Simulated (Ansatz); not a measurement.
# Mg3RuS, from a guessed structure to a relaxed one, part 2 of 2

Starting from a made-up structure for Mg3RuS, the aim is the relaxed cell, its shortest contacts and, where a second run follows, its electronic structure.

Ansatz 0.2.0; DFT, PBE, plane-wave PAW, default files, scalar-relativistic, no spin, cell and ions relaxed at zero pressure (the session's first sound run).

So far: Set-up; Relaxing cell and atoms.

### 2. Relaxing cell and atoms (continued)

The steps of the relaxation:

| step | energy less that of the first step (eV) | largest force component (eV/Å) | pressure (GPa) | volume (Å³) |
| --- | --- | --- | --- | --- |
| 1 | 0.0000 | 0.0000 | 16.97 | 84.03 |
| 2 | -0.6877 | 0.0000 | 5.26 | 94.46 |
| 3 | -0.7949 | 0.0000 | 1.13 | 100.02 |
| 4 | -0.8010 | 0.0000 | -0.09 | 102.01 |
| 5 | -0.8011 | 0.0000 | 0.00 | 101.86 |
| 6* | -0.8050 | 0.0000 | 0.08 | 101.86 |
| 7 | -0.8050 | 0.0000 | 0.00 | 102.00 |
| 8* | -0.8050 | 0.0000 | 0.00 | 102.00 |

Relaxation steps marked * repeat the geometry before them on a plane-wave basis chosen anew for their cell, so energy and pressure can jump there.

The run keeps the 48 symmetry operations that it works with, so distortions that break them were not tested.

| conventional cell, symmetrised | before | after | change |
| --- | --- | --- | --- |
| a (Å) | 4.380 | 4.672 | +6.7 % |
| b (Å) | 4.380 | 4.672 | +6.7 % |
| c (Å) | 4.380 | 4.672 | +6.7 % |
| volume (Å³/atom) | 16.81 | 20.40 | +21.4 % |

This step gave:

| Item | Value |
| --- | --- |
| free energy | -12550.7675 eV |
| energy at zero smearing | -12550.7464 eV |
| smearing term TS | 0.04218 eV |
| Fermi energy | 7.908 eV |
| electrons | 52 |
| symmetry operations | 48 |
| pressure | 0.002243 GPa |

Shortest distances by pair of elements, guess and relaxed (not always the same contact):

| pair | guess (Å) | relaxed (Å) |
| --- | --- | --- |
| Mg–S | 2.190 | 2.336 |
| Mg–Ru | 3.097 | 3.304 |
| Mg–Mg | 3.097 | 3.304 |
| Ru–S | 3.793 | 4.046 |
| Ru–Ru | 4.380 | 4.672 |

The relaxation ends with a pressure of 0.00 GPa.

### 3. Electronic structure of the relaxed cell

With the geometry fixed, one more self-consistent run, with a narrower smearing and the mesh shown in its input, gives the bands, and its pressure, and its forces where symmetry allows any, show how far the geometry depends on these settings.

This step: DFT, PBE, plane-wave PAW, default files, scalar-relativistic, no spin, bands and density of states at the relaxed cell (Ansatz 0.2.0).

input.yaml reads:

```yaml
crystal:
  lattice:
    - [4.672383146, 0.0, 0.0]
    - [0.0, 4.672383146, 0.0]
    - [0.0, 0.0, 4.672383146]
  atoms:
    - { symbol: Ru, position: [0.0, 0.0, 0.0] }
    - { symbol: S, position: [0.5, 0.5, 0.5] }
    - { symbol: Mg, position: [0.5, 0.5, 0.0] }
    - { symbol: Mg, position: [0.5, 0.0, 0.5] }
    - { symbol: Mg, position: [0.0, 0.5, 0.5] }
kpoints:
  mp_grid: { grid: [8, 8, 8] }
  band_path:
    path:
      - [[0.0, 0.0, 0.0], [0.0, 0.5, 0.0], [0.5, 0.5, 0.0], [0.0, 0.0, 0.0], [0.5, 0.5, 0.5], [0.0, 0.5, 0.0]]
      - [[0.5, 0.5, 0.0], [0.5, 0.5, 0.5]]
    npoints: 13
scf:
  occupations: { method: fermi_dirac, width: 0.03 }
  n_extra_bands: 9
hamiltonian:
  xc: pbe
  pseudopotentials: { kind: paw }
output:
  forces: true
  stress: true
  write_bands: true
  dos: { projected: true }
  write_density: true
  write_potential: true
  elf: true
  volumetric_format: npy
```

Command:

```console
> ansatz run input.yaml --threads 4 --pin off --max-ram 8192MiB --backend cpu --events-out ev --progress --plain --runs-dir out
```

Numbers of over 12 decimals in the logs are rounded to 6 here.

Log:

```text
[...]
Crystal: 5 atoms, lattice volume = 102.004 Å³
Basis set: ecut = 420 eV, 1935 PW (Γ), exchange–correlation on 64×64×64 points (8 copies of the dense FFT grid, shifted against one another)
Bands: 35, of which v1, the nominal top of the filled ones, is band 26 counted from 1 (25 counted from 0)
Symmetry: 48 space group operations
[...]
k-points: 35 of 512
[...]
SCF iter   1: F=—  HF=-12550.778788 eV  |F-HF|=—  |Δ(HF+E_count)|=         —  Δρ=1.27e-2  dr2=9.10e-2  ethr=1.77e-3  ⟨swp⟩=6.4  Hψ=5851  notcnv=0  defer=9
[...]
SCF iter   7: F=-12550.768316 eV  HF=-12550.768316 eV  |F-HF|=3.00e-8  |Δ(HF+E_count)|=   1.97e-7  Δρ=7.41e-6  dr2=7.48e-8  ethr=1.92e-10  ⟨swp⟩=11.6  Hψ=8374  notcnv=0
SCF 1 converged in 7 iterations: F = -12550.768316 eV  dr2 = 7.48e-8
[...]
NSCF: frozen V_eff on 80 k-points
SCF converged after 7 iterations
Free energy (F): -12550.768316 eV
[...]
Internal energy: -12550.751153 eV  (E = F + TS)
E sigma→0 (E₀):  -12550.759735 eV
Entropy (-TS):   -0.017163 eV (-3.433 meV/atom)
Fermi energy:    7.882996 eV
[...]
--- Stress (GPa, compression-positive) ---
       -0.013128       0.000000       0.000000
       -0.000000      -0.013128       0.000000
        0.000000      -0.000000      -0.013128
  P = ⅓ Tr σ = -0.0131 GPa (-0.131 kbar)
--- Band table (eV; the first three rows and the last of 35) ---
  k-point 0: bands = [... 22 lower, 6.5028, 7.5445, 7.5445, 7.5445, 10.3495, 10.3495, 11.2296, 11.2296, ... 5 higher]
  k-point 1: bands = [... 22 lower, 6.6168, 7.5389, 7.5389, 7.5569, 10.0012, 10.2929, 10.8860, 10.8860, ... 5 higher]
  k-point 2: bands = [... 22 lower, 6.8513, 7.5318, 7.5318, 7.5874, 9.1111, 10.1357, 10.2755, 10.2755, ... 5 higher]
  k-point 34: bands = [... 22 lower, 6.9663, 7.4632, 7.4632, 7.4632, 7.8945, 7.8945, 8.2203, 13.0050, ... 5 higher]
```

Run time: 2.8 s. Hardware: 4 threads of Arm Neoverse V2, shared host; peak memory 0.46 GiB; 10 s of CPU time.

Reading the cycles: dr2 is the Hartree energy of the density residual (eV), the measure of convergence; HF is the Harris–Foulkes estimate of the energy, which meets the free energy F at convergence.

Numbers from this step:

- free energy: -12550.7683 eV
- energy at zero smearing: -12550.7597 eV
- smearing term TS: 0.01716 eV
- Fermi energy: 7.883 eV
- pressure: -0.01313 GPa

From bands.tsv, the bands that come nearest the Fermi level along the path, at its corners, in eV from the Fermi level:

| point | band 23 | band 24 | band 25 | band 26 | band 27 | band 28 | band 29 | band 30 |
| --- | --- | --- | --- | --- | --- | --- | --- | --- |
| Γ | -1.38 | -0.34 | -0.34 | -0.34 | 2.47 | 2.47 | 3.35 | 3.35 |
| X | -1.00 | -0.34 | -0.34 | -0.25 | 0.05 | 1.74 | 1.74 | 1.97 |
| M | -0.74 | -0.74 | 0.00 | 0.01 | 0.75 | 0.75 | 2.60 | 3.94 |
| Γ | -1.38 | -0.34 | -0.34 | -0.34 | 2.47 | 2.47 | 3.35 | 3.35 |
| R | -0.92 | -0.42 | -0.42 | -0.42 | 0.01 | 0.01 | 0.34 | 5.12 |
| X | -1.00 | -0.34 | -0.34 | -0.25 | 0.05 | 1.74 | 1.74 | 1.97 |
| M | -0.74 | -0.74 | 0.00 | 0.01 | 0.75 | 0.75 | 2.60 | 3.94 |
| R | -0.92 | -0.42 | -0.42 | -0.42 | 0.01 | 0.01 | 0.34 | 5.12 |

Counts of states for the cell as run, both spins, by energy window (eV from the Fermi level):

```csv
from,to,total
-8,-7,0.00
-7,-6,2.24
-6,-5,3.76
-5,-4,0.00
-4,-3,0.10
-3,-2,0.89
-2,-1,2.80
-1,0,8.17
0,1,2.38
1,2,1.65
2,3,3.11
3,4,1.52
4,5,2.29
```

A further 34.0 states lie below the table's range.

ELF in the ac plane at fractional y = 0.500, with atoms of S and Mg within 0.2 Å of it. It is the smooth field of the valence electrons, not physical close to the nuclei.

Ten even steps from '0' (0.04) to '9' (0.84), each cell a mean:
```
55520243410455
55420023101345
43322211122234
00125788864210
10048999996201
43049965898114
24149820598133
34149942698124
31048998997202
00036899985200
22223444442222
54320011001345
55420144300355
55520332410455
```
Columns run along a (4.7 Å), rows up along c (4.7 Å). Atoms in or near the plane, at fractional coordinates: S at (0.50, 0.50), Mg at (0.50, 0.00), Mg at (0.00, 0.50).

Electrostatic potential energy in the ac plane at fractional y = 0.500, with atoms of S and Mg within 0.2 Å of it. With pseudopotentials it is smooth inside the atoms' cores, unlike the true potential.

Ten even steps from '_' (-72 eV) to '@' (12 eV), each cell a mean:
```
@@@@@@@@%%**..__--##@@@@@@@@
@@@@@@@@@@%%**++##%%@@@@@@@@
@@@@@@@@@@%%%%%%%%@@@@@@@@@@
@@@@@@@@@@@@%%%%%%@@@@@@@@@@
####%%@@@@%%****##%%@@@@%%##
::++##%%%%**++++++##%%%%##--
__::##%%%%++++**++**%%%%++__
__--##%%%%++++++++**%%%%**..
++##%%@@%%##++++**%%@@%%%%**
%%%%@@@@@@%%%%%%%%@@@@@@@@%%
@@@@@@@@@@@@%%%%%%@@@@@@@@@@
@@@@@@@@@@%%######%%@@@@@@@@
@@@@@@@@%%##--::++##@@@@@@@@
@@@@@@@@%%++____::##@@@@@@@@
```
Columns run along a (4.7 Å; values clipped at the 3rd and 97th percentile), rows up along c (4.7 Å). Atoms in or near the plane, at fractional coordinates: S at (0.50, 0.50), Mg at (0.50, 0.00), Mg at (0.00, 0.50).

Valence density in the ac plane at fractional y = 0.500, with atoms of S and Mg within 0.2 Å of it. It is the smooth field of the valence electrons, not physical close to the nuclei.

Ten steps, logarithmic in the rise over the least value, from '_' (0 e/Å³) to '@' (25 e/Å³), each cell a mean:
```
__________==%%@@**::________
__________..==++--__________
____________......__________
__________..::::....________
::..____..::------::..____::
##++....::----------....--**
@@##::..::--::..----::..++@@
@@**::..::----::----::..==%%
++--____..::------::..__..==
________....::::::..________
____________......__________
____________::::..__________
__________--**##++..________
__________++@@@@##::________
```
Columns run along a (4.7 Å), rows up along c (4.7 Å). Atoms in or near the plane, at fractional coordinates: S at (0.50, 0.50), Mg at (0.50, 0.00), Mg at (0.00, 0.50).

### 4. What came out

```yaml
space_group_relaxed: Pm-3m
conventional_cell: a = 4.672, b = 4.672, c = 4.672 Å; α = 90.0°, β = 90.0°, γ = 90.0°
volume_per_atom: 20.40 Å³ (guess 16.81)
```

In words: Mg3RuS relaxes to Pm-3m with a = 4.672, b = 4.672 and c = 4.672 Å. The guessed volume was 18 % too small. The space group Pm-3m was held in the relaxation, so the end point is a stationary structure within it and may be a saddle against distortions or other arrangements. Bands cross the Fermi level, so it is a metal or semimetal at this level. Semilocal functionals can close a small real gap, so this isn't settled for compounds with anions. On the 8×8×8 mesh with the narrower smearing (relaxed on 6×6×6) the forces vanish, as symmetry may demand, and the largest stress component is 0.013 GPa, within the relaxation's thresholds of 0.015 eV/Å and 0.05 GPa. The cutoff wasn't tested. No dispersion term is used, so weakly bound directions may come out too long. The runs have no spin, and magnetism wasn't tested. Nothing here tests whether the compound is stable against decomposition.

[Logs are printed without paths, hosts, clocks, repeated set-up lines and the standing remarks that a program may print on its own settings, such as how far it seeks lower states.]

[Hosts, paths, dates, database ids (printed as entryN), source tags and the programs' standing remarks are cut or masked in the printed files.]
